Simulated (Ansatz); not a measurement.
**What NaCdCl3 (model cell, started as cubic perovskite with Cd in the octahedra) distorts into**

Wanted: the energy along a soft mode of NaCdCl3 (model cell, started as cubic perovskite with Cd in the octahedra) and the structure at the end.

Calculated with Ansatz 0.2.0; DFT r2SCAN, scalar-relativistic, plane waves, PAW; PAW set soft_1.

The structure was built from a prototype and need not be the compound's stable phase.

### Step 1. The structure

It takes space group Pm-3m (No. 221, cubic). Conventional cell: a = 5.170 Å, b = 5.170 Å, c = 5.170 Å, α = 90.00°, β = 90.00°, γ = 90.00°. Na has 12 Cl at 3.66 Å nearest. Nearest to Cd lie 6 Cl at 2.58 Å. Cl has 2 Cd at 2.58 Å nearest. Farther neighbours and most contacts between anions are not listed.

### Step 2. Response at finite wavevector

The cell comes from relaxations at this level that are not shown. Stability and thermal properties need the whole zone. Linear response on a 2×2×2 q mesh gives force constants as far as a supercell of that size would, and the tensors from the zone-centre run are typed in so that the long-range dipole term is interpolated apart.

File input.yaml:

```yaml
crystal:
  lattice:
    - [5.169590516, 0.0, 0.0]
    - [0.0, 5.169590516, 0.0]
    - [0.0, 0.0, 5.169590516]
  atoms:
    - { symbol: Na, position: [0.0, 0.0, 0.0] }
    - { symbol: Cd, position: [0.5, 0.5, 0.5] }
    - { symbol: Cl, position: [0.5, 0.5, 0.0] }
    - { symbol: Cl, position: [0.5, 0.0, 0.5] }
    - { symbol: Cl, position: [0.0, 0.5, 0.5] }
kpoints:
  mp_grid: { grid: [6, 6, 6] }
hamiltonian:
  xc: r2scan
  pseudopotentials: { kind: paw, azcp: { folder: soft_1 } }
scf:
  occupations: { method: fixed }
output:
  eigenvalues: true
phonons:
  method: dfpt
  qmesh: [2, 2, 2]
  temperatures: { t_max: 1000, t_step: 50 }
  qpath:
    path:
      - [[0.0, 0.0, 0.0], [0.0, 0.5, 0.0], [0.5, 0.5, 0.0], [0.0, 0.0, 0.0], [0.5, 0.5, 0.5], [0.0, 0.5, 0.0]]
      - [[0.5, 0.5, 0.5], [0.5, 0.5, 0.0]]
    npoints: 10
  non_analytic_term:
    high_frequency_dielectric_tensor: [[2.8991, 0.0, 0.0], [0.0, 2.8991, 0.0], [0.0, 0.0, 2.8991]]
    born_effective_charges:
      - { species: Na, tensor: [[1.2791, 0.0, 0.0], [0.0, 1.2791, 0.0], [0.0, 0.0, 1.2791]] }
      - { species: Cd, tensor: [[2.5923, 0.0, 0.0], [0.0, 2.5923, 0.0], [0.0, 0.0, 2.5923]] }
      - { species: Cl, tensor: [[-0.862, 0.0, 0.0], [0.0, -0.862, 0.0], [0.0, 0.0, -2.1475]] }
      - { species: Cl, tensor: [[-0.862, 0.0, 0.0], [0.0, -2.1475, 0.0], [0.0, 0.0, -0.862]] }
      - { species: Cl, tensor: [[-2.1475, 0.0, 0.0], [0.0, -0.862, 0.0], [0.0, 0.0, -0.862]] }
    source: "zone-centre run at this cell"
```

The run is started by

```bash
$ ansatz run input.yaml --threads 4 --pin off --max-ram 16384MiB --backend cpu --events-out ev --progress --plain --runs-dir out
```

Numbers of over 12 decimals in the logs are rounded to 6 here.

What it wrote:

```text
Engine: ansatz 0.2.0, aarch64-unknown-linux-gnu
Pseudopotentials: kind: paw
Pseudopotential: Na, paw, valence charge 9, recommended cutoff 500 eV (meta_gga), soft_1/Na.paw.azcp
Pseudopotential: Cd, paw, valence charge 20, recommended cutoff 500 eV (meta_gga), soft_1/Cd.paw.azcp
Pseudopotential: Cl, paw, valence charge 7, recommended cutoff 500 eV (meta_gga), soft_1/Cl.paw.azcp
Functional definition: r2SCAN
  parameter k0 = 0.174
  parameter k1 = 0.065
  parameter a1 = 4.9479
  exchange = r2scan_x(k0 = k0, k1 = k1, a1 = a1)
  correlation = r2scan_c
Crystal: 5 atoms, lattice volume = 138.156 Å³
Basis set: ecut = 500 eV, 3431 PW (Γ), exchange–correlation on 400×400×400 points (1000 copies of the dense FFT grid, shifted against one another)
Bands: 30, of which v1, the nominal top of the filled ones, is band 25 counted from 1 (24 counted from 0)
Symmetry: 48 space group operations
k-points: 80 of 216 (irreducible under 2 space group operations, time reversal used)
Non-local potential: Na, projectors of the file, l = 0: 3, l = 1: 2, l = 2: 1
Non-local potential: Cd, projectors of the file, l = 0: 3, l = 1: 2, l = 2: 2, l = 3: 1
Non-local potential: Cl, projectors of the file, l = 0: 2, l = 1: 2, l = 2: 1
PAW form: soft (Blöchl's): semilocal exchange-correlation on the pseudo side does not see the compensation charge
PAW frozen core: Na, regenerated for the run's functional (the file was generated under x = pbe(κ = 0.804, μ = 0.219515), c = pbe(β = 0.066725))
PAW frozen core: Cd, regenerated for the run's functional (the file was generated under x = pbe(κ = 0.804, μ = 0.219515), c = pbe(β = 0.066725))
PAW frozen core: Cl, regenerated for the run's functional (the file was generated under x = pbe(κ = 0.804, μ = 0.219515), c = pbe(β = 0.066725))
PAW one-centre angular grid: Na, 302 points (default); XC on 317 of its mesh's 2451 points in the sphere
PAW one-centre angular grid: Cd, 590 points (default); XC on 160 Gauss nodes
PAW one-centre angular grid: Cl, 302 points (default); XC on 160 Gauss nodes
Initial density: superposition of atomic densities (chi_scale 0.1, normalization cell, long waves kept (reshape's long-wave potential 0.01 eV rms))
Initial wavefunctions: pseudopotential atomic-orbital guess
Functional: x = r2scan, c = r2scan; τ floored in thin density (d = 2e-4 eV/Å³)
SCF iter   1: F=—  HF=-13016.865731 eV  |F-HF|=—  |Δ(HF+E_count)|=         —  Δρ=6.69e-2  dr2=5.35e0  dr2_τ=1.29e-2  ethr=3.10e-3  ⟨swp⟩=5.0  Hψ=8768  notcnv=0  defer=225
preconditioner: auto → Resta (q_TF=auto, 2.303 Å⁻¹)  ε∞=3.0  [insulator: Δε(μ)=1.446 eV  Ē_g=12.932 eV  n_scr=26 (ndim 8)  ℏωp=18.4 eV  f_vac=0.056  ε∞_Penn≈3.0]
SCF iter   2: F=—  HF=-13014.963367 eV  |F-HF|=—  |Δ(HF+E_count)|=    1.90e0  Δρ=1.90e-2  dr2=4.72e-1  dr2_τ=7.40e-2  ethr=3.10e-3  ⟨swp⟩=3.0  Hψ=5516  notcnv=0  defer=226
SCF iter   3: F=—  HF=-13014.886473 eV  |F-HF|=—  |Δ(HF+E_count)|=   7.69e-2  Δρ=7.00e-3  dr2=6.16e-2  dr2_τ=2.14e-3  ethr=9.44e-4  ⟨swp⟩=3.0  Hψ=4269  notcnv=0  defer=238
SCF iter   4: F=—  HF=-13014.892054 eV  |F-HF|=—  |Δ(HF+E_count)|=   5.58e-3  Δρ=1.23e-3  dr2=2.48e-3  dr2_τ=1.50e-4  ethr=1.23e-4  ⟨swp⟩=3.0  Hψ=4956  notcnv=0  defer=238
SCF iter   5: F=—  HF=-13014.893210 eV  |F-HF|=—  |Δ(HF+E_count)|=   1.16e-3  Δρ=4.20e-4  dr2=1.85e-4  dr2_τ=1.23e-5  ethr=4.95e-6  ⟨swp⟩=3.0  Hψ=4242  notcnv=0  defer=238
SCF iter   6: F=—  HF=-13014.893395 eV  |F-HF|=—  |Δ(HF+E_count)|=   1.86e-4  Δρ=6.57e-5  dr2=5.60e-6  dr2_τ=7.85e-7  ethr=3.70e-7  ⟨swp⟩=2.0  Hψ=4136  notcnv=0  defer=238
SCF iter   7: F=—  HF=-13014.893410 eV  |F-HF|=—  |Δ(HF+E_count)|=   1.47e-5  Δρ=1.33e-5  dr2=2.93e-7  dr2_τ=2.12e-8  ethr=1.12e-8  ⟨swp⟩=2.0  Hψ=3971  notcnv=0  defer=232
SCF iter   8: F=—  HF=-13014.893415 eV  |F-HF|=—  |Δ(HF+E_count)|=   5.18e-6  Δρ=4.47e-6  dr2=2.99e-8  dr2_τ=2.76e-9  ethr=5.87e-10  ⟨swp⟩=2.0  Hψ=4071  notcnv=0  defer=206
SCF iter   9: F=—  HF=-13014.893415 eV  |F-HF|=—  |Δ(HF+E_count)|=   1.26e-8  Δρ=8.06e-7  dr2=9.55e-10  dr2_τ=1.81e-10  ethr=5.99e-11  ⟨swp⟩=2.0  Hψ=3996  notcnv=0  defer=206
SCF iter  10: F=—  HF=-13014.893415 eV  |F-HF|=—  |Δ(HF+E_count)|=   1.06e-9  Δρ=1.64e-7  dr2=5.28e-11  dr2_τ=2.25e-12  ethr=1.91e-12  ⟨swp⟩=2.0  Hψ=3920  notcnv=0  defer=206
SCF iter  11: F=-13014.893415 eV  HF=-13014.893415 eV  |F-HF|=5.46e-12  |Δ(HF+E_count)|=  8.00e-11  Δρ=2.79e-8  dr2=1.37e-12  dr2_τ=5.51e-14  ethr=1.00e-12  ⟨swp⟩=15.7  Hψ=15916  notcnv=0
SCF 1 converged in 11 iterations: F = -13014.893415 eV  dr2 = 1.37e-12
  greatest PAW one-centre occupation: 1.002 electrons in one spin orbital (limit 2), on the Na atom at site 0 (counted from 0), in its partial waves of l = 0
DFPT response loops at Γ: preconditioner auto → none (the input reference at scf.mixing.eps_inf says where Resta's filter doesn't serve); β = 0.50; Broyden in place of MSR1
NSCF: frozen V_eff on 20 k-points
NSCF: frozen V_eff on 128 k-points
DFPT response loops at q = (0, 0, -0.5) (fractional): mixed as the last ones told, above
NSCF: frozen V_eff on 128 k-points
DFPT response loops at q = (0, -0.5, -0.5) (fractional): mixed as the last ones told, above
NSCF: frozen V_eff on 128 k-points
DFPT response loops at q = (-0.5, -0.5, -0.5) (fractional): mixed as the last ones told, above
SCF converged after 11 iterations
Free energy (F): -13014.893415 eV
Harris-Foulkes:  -13014.893415 eV  (|F-HF|=5.46e-12)
Internal energy: -13014.893415 eV  (E = F + TS)
E sigma→0 (E₀):  -13014.893415 eV
Fermi energy:    1.932141 eV
--- Per-component energies (eV) ---
  E_band       = -918.343885
  E_kinetic    = 1011.273431
  E_local      = -7014.423978  (includes V_loc(G=0)·N_el)
  E_nonlocal   = 496.725272
  E_hartree    = 2951.079612
  E_xc         = -493.621828
  E_vxc        = -651.433688  (∫ρ·V_xc dr)
  E_paw        = -6423.840105  (= ΣΔE_a)
  E_vpaw       = -702.340917  (= ΣTr[D̂ρ^β])
  E_aug_tail   = 0.000003  (compensation charges beyond the density's cutoff)
  E_vtau       = 39.696793  (kinetic-family band-sum trace: ∫τ·v_τ [+ j·A + Jᵃ·Aᵃ] dr)
  E_ewald      = -3541.085570
  E_core_change = -1.000252  (= ΣΔE_core)
  E_smearing   = -0.000000  (= −TS)
  E_closure    = -0.000000  (closes the sum)
  Σ components = -13014.893415   (vs F -13014.893415, Δ=0.00e0)
--- Band table (eV; the first three rows and the last of 80) ---
  k-point 0: bands = [... 21 lower, 0.9713, 1.1072, 1.1072, 1.1072, 4.5247, 6.4476, 10.4231, 10.4231, ... 1 higher]
  k-point 1: bands = [... 21 lower, 0.9469, 0.9469, 1.0846, 1.0846, 5.0534, 6.7244, 10.2286, 10.7348, ... 1 higher]
  k-point 2: bands = [... 21 lower, 0.8648, 0.8648, 1.0646, 1.0646, 6.2813, 7.4458, 9.5548, 11.2896, ... 1 higher]
  k-point 79: bands = [... 21 lower, 1.6157, 1.6157, 1.9321, 1.9321, 7.3886, 9.0814, 9.0814, 9.0814, ... 1 higher]
--- Phonons (Γ-DFPT): 4 representative perturbations + reference, on 80 of 216 k-points (Σ response iterations 26) ---
  k mesh reduced under 2 symmetry operations, with k and −k counted as one. Each operation leaves every solved perturbation unchanged. A smaller set is not considered because the functional reads the kinetic-energy density
  ASR residual: 6.859e-5 → 0.000e0 eV/Å²; symmetrization residual: 1.035e-5 eV/Å²
  ASR residual per site (eV/Å²): 6.86e-5 1.77e-5 1.73e-5 1.73e-5 1.73e-5
  Γ frequencies (cm⁻¹): -92.78 -92.78 -92.78 0.00 0.00 0.00 11.13 11.13 11.13 75.55 75.55 75.55 266.84 266.84 266.84
--- Phonons (arbitrary-q DFPT): 4 irreducible q on the 2×2×2 mesh ---
  q = [0.0000, 0.0000, 0.0000] (star 1, of the zone-centre solve; hermiticity 2.65e-6, symmetrization 4.70e-8): -92.78 -92.78 -92.78 -0.00 0.00 0.00 11.13 11.13 11.13 75.55 75.55 75.55 266.84 266.84 266.84
  q = [0.0000, 0.0000, -0.5000] (star 3, 9 solved perturbations in 504 linear systems a pass and spin channel, the states on 64 of 216 k-point pairs; hermiticity 2.11e-6, symmetrization 8.87e-12): -84.42 -84.42 -23.05 -23.05 28.94 57.66 61.61 61.61 63.51 63.51 88.58 144.57 266.08 266.08 277.09
  q = [0.0000, -0.5000, -0.5000] (star 3, 9 solved perturbations in 504 linear systems a pass and spin channel, the states on 64 of 216 k-point pairs; hermiticity 2.63e-6, symmetrization 1.11e-12): -88.72 -84.66 -84.66 -71.72 47.19 47.19 59.88 86.61 86.61 113.88 148.58 148.58 174.77 265.52 298.69
  q = [-0.5000, -0.5000, -0.5000] (star 1, 4 solved perturbations in 184 linear systems a pass and spin channel, the states on 64 of 216 k-point pairs; hermiticity 1.41e-6, symmetrization 1.28e-11): -88.86 -88.86 -88.86 -86.29 -86.29 -86.29 122.00 122.00 122.00 141.94 141.94 141.94 173.93 173.93 318.05
  sum rule: each row above includes the acoustic sum rule's correction from the zone centre's row sums; it moved no ω² by more than (0.90 cm⁻¹)²
  mesh force constants: q→R imaginary residual 3.98e-18; ASR residual 6.859e-5 → 0.000e0 eV/Å²; symmetrization residual 8.882e-15 eV/Å²
  interpolated dispersion: 63 rows × 15 modes
  density of states and harmonic sums: on the 12×12×12 q-mesh, interpolated from the force constants of a 2×2×2 supercell (with the dipole–dipole term of supplied tensors)
  largest difference from the sums on the solved wave vectors: F 1.57e-1 eV, S 2.01e-4 and C_V 5.11e-5 eV/K
  zero-point energy: 0.086093 eV/cell   skipped modes (ω ≤ 0): 416, of them read as no rigid motion or as one in doubt: 413 (5.010e0 modes/cell left out, lowest -92.78 cm⁻¹)   left out of the sums: 3.34e-1 of the cell's modes: C_V's classical limit lies that fraction below 3 k_B per atom; for a crystal, a wire or a layer, F and S can be off by more, and a phonons.interpolated_qmesh denser along its periods is the remedy for the sampling
```

The job ended after 16 min (4 threads of Arm Neoverse V2, shared host; peak memory 14 GiB; 64 min of CPU time).

Reading the cycles: dr2 is the Hartree energy of the density residual (eV), the measure of convergence; HF is the Harris–Foulkes estimate of the energy, which meets the free energy F at convergence.

Numbers from this step:

- gap on the k-mesh: 2.593 eV
- volume per atom: 27.63 Å³
- sum-rule residual before enforcement: 6.86e-5 eV/Å²
- lowest frequency on the path: -92.78 cm⁻¹
- point group: m-3m
- highest frequency on the path or at a solved wavevector: 318.1 cm⁻¹
- highest optical mode at the zone centre (no LO-TO term): 266.8 cm⁻¹
- lowest optical zone-centre mode: -92.78 cm⁻¹
- lowest mode on the q mesh (acoustic modes at Γ apart): -92.78 cm⁻¹

Frequencies (cm⁻¹) solved at each irreducible wavevector; negative means imaginary. Frequencies by wavevector, by row:

```
q in reciprocal lattice units  star  mode 1  mode 2  mode 3  mode 4  mode 13  mode 14  mode 15
                        0 0 0     1   -92.8   -92.8   -92.8       0    266.8    266.8    266.8
                     0 0 -0.5     3   -84.4   -84.4   -23.1   -23.1    266.1    266.1    277.1
                  0 -0.5 -0.5     3   -88.7   -84.7   -84.7   -71.7    174.8    265.5    298.7
               -0.5 -0.5 -0.5     1   -88.9   -88.9   -88.9   -86.3    173.9    173.9    318.1
```

Interpolated from a 2×2×2 q mesh, with the LO-TO term (at Γ the limit along the path; where Γ stands inside the path, tables give the limit on arrival). The phonon branches at the labelled points (cm⁻¹):

```
    point  branch 1  branch 2  branch 3  branch 4  branch 12  branch 13  branch 14  branch 15
        Γ       -93       -93         0         0        110        267        267        305
  halfway       -89       -89       -13       -13        120        266        266        293
        X       -84       -84       -23       -23        145        266        266        277
  halfway       -89       -79       -65       -63        147        214        266        299
        M       -89       -85       -85       -72        149        175        266        299
  halfway       -89       -84       -54       -50        125        234        266        304
        Γ       -93       -93         0         0        110        267        267        305
  halfway       -86       -86       -58       -56        130        232        232        314
        R       -89       -89       -89       -86        142        174        174        318
  halfway       -86       -84       -72       -71        147        204        231        313
        X       -84       -84       -23       -23        145        266        266        277
jump to R       -89       -89       -89       -86        142        174        174        318
  halfway       -89       -86       -86       -80        146        174        219        315
        M       -89       -85       -85       -72        149        175        266        299
```

Symmetry leaves 4 wavevectors to solve. The lowest mode among them, the acoustic zeros apart, lies at Γ and is imaginary, 92.8i cm⁻¹, so the energy falls along it.

### Step 3. The mode frozen in, largest atomic shift 0 Å

The mode followed lies at q = (-0.5, -0.5, -0.5) with frequency 88.9i cm⁻¹ and is 3-fold degenerate, one of the unstable modes though not the softest. At small amplitude the distorted cell has space group no. 74 by a symmetry search on the positions. The undistorted cell that holds it gives the zero of energy on the same k mesh.

System of this step: NaCdCl3 (model cell, started as cubic perovskite with Cd in the octahedra). The structure is cubic, space group Pm-3m (No. 221). Conventional cell: a = 5.170 Å, b = 5.170 Å, c = 5.170 Å, α = 90.00°, β = 90.00°, γ = 90.00°. Na has 12 Cl at 3.66 Å nearest. Nearest to Cd lie 6 Cl at 2.58 Å. Nearest to Cl lie 2 Cd at 2.58 Å. Farther neighbours and most contacts between anions are not listed.

File input.yaml:

```yaml
crystal:
  lattice:
    - [5.169590516, 5.169590516, 0.0]
    - [5.169590516, 0.0, 5.169590516]
    - [5.169590516, 0.0, -5.169590516]
  atoms:
    - { symbol: Na, position: [0.0, 0.0, 0.0] }
    - { symbol: Na, position: [0.0, 0.5, 0.5] }
    - { symbol: Cd, position: [0.5, 0.25, 0.75] }
    - { symbol: Cd, position: [0.5, 0.75, 0.25] }
    - { symbol: Cl, position: [0.5, 0.0, 0.0] }
    - { symbol: Cl, position: [0.5, 0.5, 0.5] }
    - { symbol: Cl, position: [0.0, 0.5, 0.0] }
    - { symbol: Cl, position: [0.0, 0.0, 0.5] }
    - { symbol: Cl, position: [0.5, 0.0, 0.5] }
    - { symbol: Cl, position: [0.5, 0.5, 0.0] }
kpoints:
  mp_grid: { grid: [4, 4, 4] }
hamiltonian:
  xc: r2scan
  pseudopotentials: { kind: paw, azcp: { folder: soft_1 } }
scf:
  occupations: { method: gaussian, width: 0.02 }
output:
  forces: true
  stress: true
  eigenvalues: true
```

What it wrote:

```text
[...]
Crystal: 10 atoms, lattice volume = 276.311 Å³
Basis set: ecut = 500 eV, 6975 PW (Γ), exchange–correlation on 216×216×216 points (64 copies of the dense FFT grid, shifted against one another)
Bands: 60, of which v1, the nominal top of the filled ones, is band 50 counted from 1 (49 counted from 0)
Symmetry: 96 space group operations
[...]
k-points: 8 of 64
[...]
k-point 0: bands = [... 46 lower, 1.6156, 1.6156, 1.9321, 1.9321, 4.5246, 6.4476, 7.3886, 9.0813, ... 4 higher]
  k-point 1: bands = [... 46 lower, 1.3102, 1.5116, 1.6550, 1.6550, 5.3259, 6.9017, 7.7229, 8.4037, ... 4 higher]
  k-point 2: bands = [... 46 lower, 1.3891, 1.3891, 1.3891, 1.3891, 6.8981, 6.8981, 7.8509, 7.8509, ... 4 higher]
  k-point 7: bands = [... 46 lower, 1.3355, 1.3355, 1.3681, 1.3681, 7.6900, 7.6900, 8.3546, 8.3546, ... 4 higher]
[key lines of the parts left out:]
SCF converged after 8 iterations
Free energy (F): -26029.786693 eV
Fermi energy:    3.228359 eV
P = ⅓ Tr σ = -0.0077 GPa (-0.077 kbar)
```

It took 4.6 s on 4 threads; peak memory 1.3 GiB.

Numbers from this step:

```yaml
pressure: -0.007679 GPa
energy_from_the_undistorted_cell: 0 meV/atom
```

At this level the gap is 2.59 eV on the k-mesh of the self-consistent run, which can miss the band edges.

### Step 4. The mode frozen in, largest atomic shift 0.6 Å

The atoms are moved along the unstable eigenvector, the largest shift by 0.6 Å, with the cell fixed.

input.yaml, the sections that differ from step 3:

```yaml
crystal:
  lattice:
    - [5.169590516, 5.169590516, 0.0]
    - [5.169590516, 0.0, 5.169590516]
    - [5.169590516, 0.0, -5.169590516]
  atoms:
    - { symbol: Na, position: [0.0, 0.0, 0.0] }
    - { symbol: Na, position: [0.0, 0.5, 0.5] }
    - { symbol: Cd, position: [0.5, 0.25, 0.75] }
    - { symbol: Cd, position: [0.5, 0.75, 0.25] }
    - { symbol: Cl, position: [0.4179308173, 0.0820691827, 0.0820691827] }
    - { symbol: Cl, position: [0.5820691827, 0.4179308173, 0.4179308173] }
    - { symbol: Cl, position: [0.0, 0.5410345914, -0.0410345914] }
    - { symbol: Cl, position: [0.0, -0.0410345914, 0.5410345914] }
    - { symbol: Cl, position: [0.5, -0.0410345914, 0.5410345914] }
    - { symbol: Cl, position: [0.5, 0.5410345914, -0.0410345914] }
# kpoints, hamiltonian, scf, output: as in step 3
```

What it wrote:

```text
[...]
Crystal: 10 atoms, lattice volume = 276.311 Å³
Basis set: ecut = 500 eV, 6975 PW (Γ), exchange–correlation on 216×216×216 points (64 copies of the dense FFT grid, shifted against one another)
Bands: 60, of which v1, the nominal top of the filled ones, is band 50 counted from 1 (49 counted from 0)
Symmetry: 8 space group operations
[...]
k-points: 18 of 64
[...]
k-point 0: bands = [... 46 lower, 1.3477, 1.4120, 1.5620, 1.6854, 4.5532, 6.8939, 7.8660, 9.0154, ... 4 higher]
  k-point 1: bands = [... 46 lower, 1.2319, 1.3128, 1.3272, 1.5027, 5.1848, 7.2396, 8.0045, 8.1517, ... 4 higher]
  k-point 2: bands = [... 46 lower, 1.1782, 1.1898, 1.2457, 1.3218, 6.5301, 6.5375, 8.0668, 8.1032, ... 4 higher]
  k-point 17: bands = [... 46 lower, 1.0846, 1.0846, 1.2968, 1.2968, 7.2127, 7.2127, 8.5817, 8.5817, ... 4 higher]
[key lines of the parts left out:]
SCF converged after 8 iterations
Free energy (F): -26030.340910 eV
Fermi energy:    3.119346 eV
P = ⅓ Tr σ = -1.5366 GPa (-15.366 kbar)
```

Elapsed: 9.4 s, on 4 threads; peak memory 1.4 GiB.

This step gave:

```
pressure                         : -1.537 GPa
gap on the k-mesh                : 2.868 eV
energy from the undistorted cell : -55.42 meV/atom
```

The energy, extrapolated to zero smearing, is -55.42 meV/atom against the undistorted cell.

The run ends at a pressure of -1.54 GPa, with forces up to 0.28 eV/Å.

[end of part 1 of 2]

[Logs are printed without paths, hosts, clocks, repeated set-up lines and the standing remarks that a program may print on its own settings, such as how far it seeks lower states.]

[Hosts, paths, dates, database ids (printed as entryN), source tags and the programs' standing remarks are cut or masked in the printed files.]
